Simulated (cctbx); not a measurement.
# Accept or mend?

Cell a = 8.0430 Å, b = 10.2120 Å, c = 11.9720 Å, α = 90.00°, β = 102.77°, γ = 90.00°; space group C2/c (no. 15). The compound is TmSn3C4O12.

The data are simulated with cctbx, not measured: Mo Kα, λ = 0.71073 Å, to d = 0.77 Å, 80 % of the full sphere, strongest reflection 5000 counts, noise from counting, a 3 % proportional error and a noise floor of 15 counts (s.d.); no absorption, and some extinction, which the refinements don't model.

An anisotropic refinement with weights 1/σ² prints:

```text
Rint 0.069, 1106 unique reflections to 0.77 A
cycle     R1     wR2    GooF  max shift (A)
   1  0.0617  0.1224   1.961   0.01761
   3  0.0354  0.0699   1.120   0.00005
final R1 0.0354 wR2 0.0699 GooF 1.120  parameters 91  data/parameter 12.2
atom        x        y        z      Ueq    occ   su(xyz)  su(Uiso or U11)
Tm1    0.50000  0.54083  0.25000   0.0157  1.000  0.00007  0.0003
Sn1    0.50000  0.08891  0.25000   0.0202  1.000  0.00012  0.0005
Sn2    0.55527  0.74218  0.53066   0.0134  1.000  0.00010  0.0003
O1     0.40054  0.10555  0.07291   0.0389  1.000  0.00121  0.0047
O2     0.69094  0.96295  0.24451   0.0260  1.000  0.00112  0.0047
O3     0.24044  0.11455  0.49559   0.0308  1.000  0.00120  0.0050
B1     0.55256  0.74080  0.13524   0.0144  1.000  0.00151  0.0051
O4     0.33835  0.23196  0.29292   0.0416  1.000  0.00142  0.0064
O5     0.89768  0.89680  0.06628   0.0367  1.000  0.00130  0.0053
C1     0.25549  0.03157  0.00606   0.0165  1.000  0.00156  0.0052
C2     0.68971  0.82188  0.22431   0.0373  1.000  0.00178  0.0069
difference map: max 2.93 min -2.43 rms 0.59
Q1    0.0251  0.2604  0.1009    8    3.04  0.47 A from B1
Q2    0.0653  0.1990  0.1439    8    2.73  0.45 A from B1
Q3    0.1183  0.2529  0.1276    8    2.61  0.57 A from B1
Q4    0.1812  0.2784  0.8772    8    2.45  1.54 A from O1
Q5    0.0605  0.3015  0.1555    8    2.44  0.66 A from B1
Q6    0.1402  0.1549  0.7334    8    2.21  1.22 A from O4
```

Q: Accept it or mend it, and why?

Mend it. The fault: wrong element: B1 is O. Against the right model at the same level, R1 goes from 0.0302 to 0.0354 and GooF from 0.93 to 1.12 and U of B1 shrinks from 0.0423 to 0.0144 Å². B1 has 3 electrons too few and its U shrinks to make up, as expected.

The compound is TmSn3C4O12. The right model at the same level gives:

```text
Rint 0.069, 1106 unique reflections to 0.77 A
cycle     R1     wR2    GooF  max shift (A)
   1  0.0563  0.1137   1.821   0.01505
   2  0.0302  0.0578   0.925   0.00020
final R1 0.0302 wR2 0.0578 GooF 0.925  parameters 91  data/parameter 12.2
atom        x        y        z      Ueq    occ   su(xyz)  su(Uiso or U11)
Tm1    0.50000  0.54079  0.25000   0.0159  1.000  0.00006  0.0003
Sn1    0.50000  0.08885  0.25000   0.0204  1.000  0.00010  0.0004
Sn2    0.55531  0.74218  0.53065   0.0135  1.000  0.00008  0.0003
O1     0.40068  0.10577  0.07313   0.0372  1.000  0.00098  0.0038
O2     0.69139  0.96282  0.24456   0.0254  1.000  0.00092  0.0038
O3     0.24041  0.11421  0.49555   0.0306  1.000  0.00099  0.0042
O4     0.55222  0.74172  0.13528   0.0423  1.000  0.00111  0.0047
O5     0.33933  0.23152  0.29351   0.0440  1.000  0.00119  0.0054
O6     0.89807  0.89670  0.06680   0.0364  1.000  0.00107  0.0043
C1     0.25572  0.03181  0.00609   0.0163  1.000  0.00131  0.0044
C2     0.68975  0.82166  0.22396   0.0374  1.000  0.00144  0.0054
difference map: max 2.59 min -2.13 rms 0.55
Q1    0.1835  0.2784  0.8749    8    2.59  1.56 A from O1
Q2    0.1422  0.1550  0.7360    8    2.20  1.23 A from O5
Q3    0.1125  0.4625  0.5325    8    2.18  1.43 A from C1
Q4    0.1258  0.3413  0.5181    8    2.02  1.19 A from Sn2
Q5    0.0493  0.4701  0.1022    8    2.01  1.81 A from O1
Q6    0.2344  0.2244  0.4080    8    1.96  1.53 A from O3
```

The model was made for the exercise: a known structure type with other elements put in, its volume estimated, not relaxed; displacement parameters are assumed.

[Middle refinement cycles are left out of these outputs.]

[Logs are printed without paths, hosts, clocks, repeated set-up lines and the standing remarks that a program may print on its own settings, such as how far it seeks lower states.]
